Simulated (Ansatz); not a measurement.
**KBr: optical spectrum from first principles**

Aim: the dielectric function of KBr, and the optical constants that follow from it.

Main program and level: Ansatz 0.2.0; DFT, PBE, plane-wave PAW, default files, scalar-relativistic, independent-particle optical response without local fields.

This is a report of a sequence of runs, with the program logs left out and the cost of each run kept.

## (1) Starting point

Symmetry: Fm-3m, No. 225, cubic system. Conventional cell: a = 6.600 Å, b = 6.600 Å, c = 6.600 Å, α = 90.00°, β = 90.00°, γ = 90.00°. Nearest to Br lie 6 K at 3.30 Å. Nearest to K lie 6 Br at 3.30 Å. Farther neighbours, and contacts between anions beyond the nearest, are not listed.

As a file:

```cif
data_structure
_symmetry_space_group_name_H-M 'P 1'
_symmetry_Int_Tables_number 1
_cell_length_a 4.6669
_cell_length_b 4.6669
_cell_length_c 4.6669
_cell_angle_alpha 60.000
_cell_angle_beta 60.000
_cell_angle_gamma 60.000
_cell_volume 71.87
loop_
_atom_site_label
_atom_site_type_symbol
_atom_site_fract_x
_atom_site_fract_y
_atom_site_fract_z
_atom_site_occupancy
Br1 Br 0.50000 0.50000 0.50000 1
K2 K 0.00000 0.00000 0.00000 1
```

## (2) Ground state and bands

The self-consistent density comes first; it also tells whether there is a gap, which decides the occupations and the need for a Drude term.

This step: DFT, PBE, plane-wave PAW, default files, scalar-relativistic, ground state (Ansatz 0.2.0).

input.yaml

```yaml
crystal:
  lattice:
    - [0.0, 3.3, 3.3]
    - [3.3, 0.0, 3.3]
    - [3.3, 3.3, 0.0]
  atoms:
    - { symbol: Br, position: [0.5, 0.5, 0.5] }
    - { symbol: K, position: [0.0, 0.0, 0.0] }
kpoints:
  mp_grid: { grid: [6, 6, 6] }
  band_path:
    path:
      - [[0.0, 0.0, 0.0], [0.5, 0.0, 0.5], [0.5, 0.25, 0.75], [0.375, 0.375, 0.75], [0.0, 0.0, 0.0], [0.5, 0.5, 0.5], [0.625, 0.25, 0.625], [0.5, 0.25, 0.75], [0.5, 0.5, 0.5], [0.375, 0.375, 0.75]]
      - [[0.625, 0.25, 0.625], [0.5, 0.0, 0.5]]
    npoints: 6
scf:
  occupations: { method: fermi_dirac, width: 0.05 }
  n_extra_bands: 6
hamiltonian:
  xc: pbe
  pseudopotentials: { kind: paw }
output:
  forces: true
  stress: true
  populations: true
  write_bands: true
  write_density: true
  write_potential: true
  elf: true
  volumetric_format: npy
```

Run with:

```
$ ansatz run input.yaml --threads 4 --pin off --max-ram 8192MiB --backend cpu --events-out ev --progress --plain --runs-dir out
```

Elapsed: 1.4 s, on 4 threads of Arm Neoverse N1, shared host; peak memory 0.31 GiB; 4.6 s of CPU time.

This step gave:

- free energy: -4324.4965 eV
- Fermi energy: 3.342 eV
- gap by band count: 4.435 eV
- electrons: 16
- symmetry operations: 48
- pressure: 0.7179 GPa
- gap on the k-mesh: 4.435 eV
- volume: 71.87 Å³
- gap on the path: 4.435 eV
- least direct gap on the path: 4.435 eV

There is a gap, 4.44 eV on the path, so no carriers' term is needed. The cell is left with a pressure of 0.7 GPa, as it stands unrelaxed at this level.

The electronic bands at the labelled points (eV, zero at the Fermi level; v1 is the highest filled band, c1 the lowest empty one):

```
    point     v3     v2     v1    c1    c2    c3    c4
        Γ  -2.27  -2.27  -2.27  2.16  5.33  5.33  5.33
  halfway  -2.98  -2.44  -2.44  3.63  4.26  6.56  6.77
        X  -3.09  -2.56  -2.56  3.59  4.93  7.08  7.23
  halfway  -3.02  -2.69  -2.66  4.01  5.39  6.46  7.12
        W  -2.86  -2.86  -2.81  5.11  5.11  5.99  6.72
  halfway  -2.94  -2.89  -2.67  4.54  5.79  5.92  6.83
        K  -2.97  -2.91  -2.60  4.32  5.88  6.19  6.89
  halfway  -3.06  -2.52  -2.52  3.88  5.00  6.10  6.61
        Γ  -2.27  -2.27  -2.27  2.16  5.33  5.33  5.33
  halfway  -2.94  -2.45  -2.45  3.41  5.21  6.03  6.03
        L  -3.45  -2.61  -2.61  4.32  5.96  7.46  7.46
  halfway  -3.28  -2.72  -2.61  4.62  5.67  6.78  7.25
        U  -2.97  -2.91  -2.60  4.32  5.88  6.19  6.89
  halfway  -2.94  -2.89  -2.67  4.54  5.79  5.92  6.83
        W  -2.86  -2.86  -2.81  5.11  5.11  5.99  6.72
  halfway  -3.23  -2.74  -2.63  4.74  5.53  6.61  7.03
        L  -3.45  -2.61  -2.61  4.32  5.96  7.46  7.46
  halfway  -3.28  -2.72  -2.61  4.62  5.67  6.78  7.25
        K  -2.97  -2.91  -2.60  4.32  5.88  6.19  6.89
jump to U  -2.97  -2.91  -2.60  4.32  5.88  6.19  6.89
  halfway  -3.06  -2.67  -2.57  3.80  5.19  6.84  7.23
        X  -3.09  -2.56  -2.56  3.59  4.93  7.08  7.23
```

ELF in the ac plane of the conventional cell at fractional y = 0.000, with atoms of Br and K within 0.2 Å of it. It is the smooth field of the valence electrons, not physical close to the nuclei.

Ten even steps from '_' (0.01) to '@' (0.86), each cell a mean:
```
%%@@%%::..##@@%%::..**@@@@--__**@@@@
@@@@**....**@@@@%%%%@@@@%%::__==%%@@
**++::____==%%@@@@@@@@%%**..__..==**
..________..==**####**++--__________
----::..______........________..::--
@@%%##==..____..::--::______--**%%@@
@@@@@@##::__::**%%@@##==____++%%@@@@
==%%@@%%--__++@@@@@@@@##::..**@@@@**
__==@@@@--..**@@%%##@@@@--..##@@%%..
..**@@@@--__**@@@@%%@@%%::..##@@%%::
%%@@@@%%::__==%%@@@@@@**....**@@@@%%
@@@@%%**..__..==****++::____==%%@@@@
##**++--__________..________..==**##
....________..::------::..______....
--::______--**%%@@@@%%##==..____..::
@@##==____++%%@@@@@@@@@@##::__::**%%
@@@@##::..**@@@@**==%%@@%%--__++@@@@
##@@@@--..##@@%%..__==@@@@--..**@@%%
```

Electrostatic potential energy in the ac plane of the conventional cell at fractional y = 0.000, with atoms of Br and K within 0.2 Å of it. With pseudopotentials it is smooth inside the atoms' cores, unlike the true potential.

Values in eV, 10 rows by 16 columns, each cell a mean:
```
-38 -25  -3   4   6   3 -22 -55 -60 -39  -2   5   5   1 -15 -35
 -3   1   4   6   7   6   4  -1  -3   2   6   7   6   5   2  -2
  5   6   6   7   7   6   6   5   5   5   6   7   7   7   6   5
-14  -4   5   7   6   4  -1  -8 -10  -4   3   5   6   6   1 -11
-66 -49  -5   5   5   0 -20 -40 -44 -31  -5   4   6   2 -30 -63
-60 -39  -2   5   5   1 -15 -35 -38 -25  -3   4   6   3 -22 -55
 -3   2   6   7   6   5   2  -2  -3   1   4   6   7   6   4  -1
  5   5   6   7   7   7   6   5   5   6   6   7   7   6   6   5
-10  -4   3   5   6   6   1 -11 -14  -4   5   7   6   4  -1  -8
-44 -31  -5   4   6   2 -30 -63 -66 -49  -5   5   5   0 -20 -40
```

## (3) Spectrum

The spectrum is a sum over vertical transitions between filled and empty bands at the fixed density, so many empty bands are needed.

This step: DFT, PBE, plane-wave PAW, default files, scalar-relativistic, independent-particle optical response without local fields (Ansatz 0.2.0).

input.yaml, the sections that differ from step 2:

```yaml
kpoints:
  mp_grid: { grid: [6, 6, 6] }
scf:
  occupations: { method: fixed }
output:
  optics:
    e_range: [0, 20]
    de: 0.05
    sigma: 0.1
    nscf_kmesh: { grid: [8, 8, 8] }
    bands: { spectra_wanted_up_to: 20 }
# crystal, hamiltonian: as in step 2
```

It took 9.6 s on 4 threads; peak memory 0.64 GiB; 35 s of CPU time.

Read-outs:

```
electronic dielectric constant ε∞, mean of the axes                                   : 2.823
absorption onset, first axis (α over 10⁴ cm⁻¹, or the direct gap if that lies higher) : 4.435 eV
main peak of Im epsilon, first axis                                                   : 9.246 eV
centre of weight of the strongest loss peak in the window                             : 11.29 eV
least direct gap on the mesh                                                          : 4.435 eV
bands summed                                                                          : 39
spectra valid up to                                                                   : 29.39 eV
program's estimate of the k-sum error in Im epsilon                                   : 0.07 %
electrons in the f-sum                                                                : 13.29
```

The Im ε, any direction has structure finer than the step of the table below, so its rows give means over 1 eV. Peaks (eV: height): 7.0: 5.03, 9.2: 5.20, 12.4: 1.16, 14.4: 2.24, 14.9: 2.31.

Table of Im ε, any direction by photon energy; means over each step:

```
photon energy (eV)  Im ε, any direction
                 3                    0
                 4               0.0140
                 5                0.586
                 6                 1.46
                 7                 4.29
                 8                 2.52
                 9                 3.71
                10                 3.09
                11                 1.06
                12                0.915
                13                0.592
                14                0.841
                15                 1.54
                16                0.609
                17                0.361
                18                0.965
                19                0.781
```

Table of Re ε, any direction by photon energy:

photon energy (eV), Re ε, any direction and a bar from the least value:
```
      0.0       2.82 ##################
      0.5       2.83 ##################
      1.0       2.85 ##################
      1.5       2.88 ##################
      2.0       2.93 ###################
      2.5       3.01 ###################
      3.0       3.11 ###################
      3.5       3.25 ####################
      4.0       3.48 #####################
      4.5       4.00 ########################
      5.0       4.07 ########################
      5.5       4.26 #########################
      6.0       4.83 ############################
      6.5       5.29 ##############################
      7.0       3.56 ######################
      7.5       1.07 ##########
      8.0       1.49 ############
      8.5       2.31 ################
      9.0       3.17 ####################
      9.5      -0.06 ####
     10.0      -0.69 #
     10.5      -0.90 
     11.0      -0.62 #
     11.5       0.42 ######
     12.0       0.55 #######
     12.5       0.38 ######
     13.0       0.57 #######
     13.5       0.86 #########
     14.0       2.05 ##############
     14.5       0.87 #########
     15.0       0.06 #####
     15.5       0.28 ######
     16.0       0.32 ######
     16.5       0.65 ########
     17.0       1.10 ##########
     17.5       1.42 ###########
     18.0       1.16 ##########
     18.5       0.96 #########
     19.0       0.94 #########
     19.5       1.30 ###########
     20.0       1.52 ############
```

Table of reflectivity at normal incidence, any direction by photon energy; read off at these points:

| photon energy (eV) | reflectivity at normal incidence, any direction (%) |
| --- | --- |
| 0.00 | 6.44 |
| 0.50 | 6.47 |
| 1.00 | 6.55 |
| 1.50 | 6.69 |
| 2.00 | 6.91 |
| 2.50 | 7.21 |
| 3.00 | 7.63 |
| 3.50 | 8.22 |
| 4.00 | 9.13 |
| 4.50 | 11.1 |
| 5.00 | 11.7 |
| 5.50 | 12.6 |
| 6.00 | 14.8 |
| 6.50 | 19.4 |
| 7.00 | 23.8 |
| 7.50 | 22.1 |
| 8.00 | 13.9 |
| 8.50 | 9.88 |
| 9.00 | 20.1 |
| 9.40 | 29.0 |
| 9.50 | 27.5 |
| 10.00 | 30.7 |
| 10.50 | 32.9 |
| 11.00 | 33.9 |
| 11.10 | 36.6 |
| 11.50 | 6.93 |
| 12.00 | 6.97 |
| 12.50 | 10.4 |
| 13.00 | 4.34 |
| 13.50 | 0.519 |
| 14.00 | 3.28 |
| 14.40 | 12.5 |
| 14.50 | 11.1 |
| 15.00 | 19.8 |
| 15.50 | 10.1 |
| 16.00 | 8.95 |
| 16.50 | 1.85 |
| 17.00 | 0.479 |
| 17.50 | 2.58 |
| 18.00 | 4.54 |
| 18.50 | 5.17 |
| 19.00 | 3.75 |
| 19.50 | 1.78 |
| 20.00 | 5.34 |

The loss function −Im 1/ε at q → 0, any direction has structure finer than the step of the table below, so its rows give means over 0.5 eV. Peaks (eV: height): 11.25: 2.06, 12.75: 1.17, 16.10: 1.29, 18.65: 0.579.

Table of loss function −Im 1/ε at q → 0, any direction by energy loss; means over each step:

```
energy loss (eV)  loss function −Im 1/ε at q → 0, any direction
             4.0                                         2.1e-6
             4.5                                         0.0124
             5.0                                         0.0355
             5.5                                         0.0445
             6.0                                         0.0474
             6.5                                         0.0802
             7.0                                          0.135
             7.5                                          0.243
             8.0                                          0.293
             8.5                                          0.215
             9.0                                          0.157
             9.5                                          0.245
            10.0                                          0.303
            10.5                                          0.434
            11.0                                          0.896
            11.5                                           1.22
            12.0                                          0.754
            12.5                                          0.856
            13.0                                          0.933
            13.5                                          0.345
            14.0                                         0.0976
            14.5                                          0.374
            15.0                                          0.538
            15.5                                           1.06
            16.0                                           1.14
            16.5                                          0.620
            17.0                                          0.229
            17.5                                          0.282
            18.0                                          0.424
            18.5                                          0.522
            19.0                                          0.531
            19.5                                          0.316
```

Refractive index n and extinction k against photon energy:

```csv
photon energy (eV),n,k
0.0,1.68,0
0.5,1.68,0
1.0,1.69,0
1.5,1.70,0
2.0,1.71,0
2.5,1.73,0
3.0,1.76,0
3.5,1.80,0
4.0,1.87,0
4.5,2.00,0.0483
5.0,2.02,0.151
5.5,2.07,0.203
6.0,2.21,0.252
6.5,2.38,0.620
7.0,2.21,1.14
7.5,1.59,1.21
8.0,1.49,0.851
8.5,1.62,0.569
9.0,2.04,0.987
9.5,1.37,1.39
10.0,1.15,1.42
10.5,0.812,1.25
11.0,0.547,0.957
11.5,0.770,0.420
12.0,0.901,0.510
12.5,0.878,0.626
13.0,0.833,0.351
13.5,0.934,0.123
14.0,1.43,0.0850
14.5,1.20,0.749
15.0,1.04,1.02
15.5,0.746,0.522
16.0,0.725,0.458
16.5,0.826,0.179
17.0,1.06,0.131
17.5,1.22,0.282
18.0,1.16,0.441
18.5,1.09,0.479
19.0,1.05,0.401
19.5,1.17,0.239
20.0,1.31,0.447
```

At chosen wavelengths:

```
wavelength (nm)     n      k  R (%)        1/α
           1550  1.69  0.000    6.5  over 1 mm
           1064  1.69  0.000    6.6  over 1 mm
            800  1.70  0.000    6.7  over 1 mm
            633  1.71  0.000    6.9  over 1 mm
            405  1.77  0.000    7.7  over 1 mm
            365  1.79  0.000    8.1  over 1 mm
            248  2.02  0.150   11.7     131 nm
```

Rows near the edge hang on the gap, which this functional as a rule makes too small, and phonon-assisted absorption over an indirect gap is left out.

A film 1 µm thick would pass 87 % of daylight and look colourless in transmission (x = 0.314, y = 0.330).

The first strong peak, at 7.02 eV, fits the highest filled and the lowest empty band, which run nearly parallel at that distance over 75 % of L–K; the match rests on energies alone.

The f-sum over the summed bands holds 13.3 of the cell's 16 electrons outside the frozen cores, 10 of which lie in bands more than 12 eV below the Fermi level, whose transitions come at higher energies. Up to 20 eV the strength has a mean oscillator energy of 9.8 eV, close to the main peak.

## (4) Static response with local fields

Perturbation theory gives the static response with local fields and the functional's kernel, and it needs no empty bands.

This step: DFT, PBE, plane-wave PAW, default files, scalar-relativistic, static field response by perturbation theory with local fields (Ansatz 0.2.0).

input.yaml, the sections that differ from step 3:

```yaml
dielectric: {}
# crystal, kpoints, scf, hamiltonian: as in step 3
# output: removed
```

The job ended after 3.8 s (4 threads; peak memory 0.38 GiB).

Read-outs:

```
electronic dielectric constant ε∞, mean of the axes : 2.553
```

ε∞ with local fields:

```
2.55 0.00 0.00
0.00 2.55 0.00
0.00 0.00 2.55
```

Diagonal elements. Born, by row:

```
atom  Z*xx (e)  Z*yy (e)  Z*zz (e)
 Br1    -1.127    -1.127    -1.127
  K2     1.127     1.127     1.127
```

Mean Born charges are Br -1.13 and K +1.13, against formal valences of -1 and +1. The largest lies a little above its ionic value.

## (5) Results

```yaml
gap_on_the_path: 4.44 eV
least_direct_gap_on_the_path: 4.44 eV
electronic_dielectric_constant_eps_infinity_mean_of_the_axes_independent_particles: 2.82
absorption_onset_first_axis_alpha_over_1e4_cm_minus1_or_the_direct_gap_if_that_lies_higher: 4.44 eV
main_peak_of_im_epsilon_first_axis: 9.25 eV
centre_of_weight_of_the_strongest_loss_peak_in_the_window_first_axis: 11.3 eV
electronic_dielectric_constant_eps_infinity_mean_of_the_axes_static_response_with_local_fields: 2.55
```

At this level (PBE, independent particles) KBr has ε∞ = 2.82 (2.55 with local fields) and n = 1.69 at 1550 nm; absorption sets in near 4.4 eV, and Im ε peaks at 9.2 eV. The gap on the path is direct, 4.44 eV. Absorption is strong from the direct gap on, 4.44 eV, in the ultraviolet, so the visible is passed. The strongest loss structure up to 20 eV has its centre of weight at 11.3 eV; a free-electron gas of the 13.3 electrons in the f-sum would put its plasmon at 16.0 eV. Im ε has its chief maxima at 7.02 eV (5.0), 9.25 eV (5.2), 9.79 eV (3.7) and 14.92 eV (2.3). The first strong peak, at 7.02 eV, fits the highest filled and the lowest empty band, which run nearly parallel at that distance over 75 % of L–K; the match rests on energies alone. A film 1 µm thick would pass 87 % of daylight and look colourless in transmission (x = 0.314, y = 0.330). With local fields and the functional's kernel the static response is 2.55 against 2.82 for independent particles (-10 %). In the base spectrum excitons and phonon-assisted transitions are missing, and so are local fields; PBE gaps are as a rule too small, which pulls the onset down and ε∞ up. In the base run ε includes the program's bounded estimate of what the bands above those summed add.

[Long decimals in the printed logs are rounded to 6 places.]

[Logs are printed without paths, hosts, clocks, repeated set-up lines and the standing remarks that a program may print on its own settings, such as how far it seeks lower states.]

[Hosts, paths, dates, database ids (printed as entryN), source tags and the programs' standing remarks are cut or masked in the printed files.]

[Where the starting crystal was built by hand or by swapping elements, it need not be the compound's stable phase.]

[The count of steps not shown may lack steps that the program refused or didn't finish.]
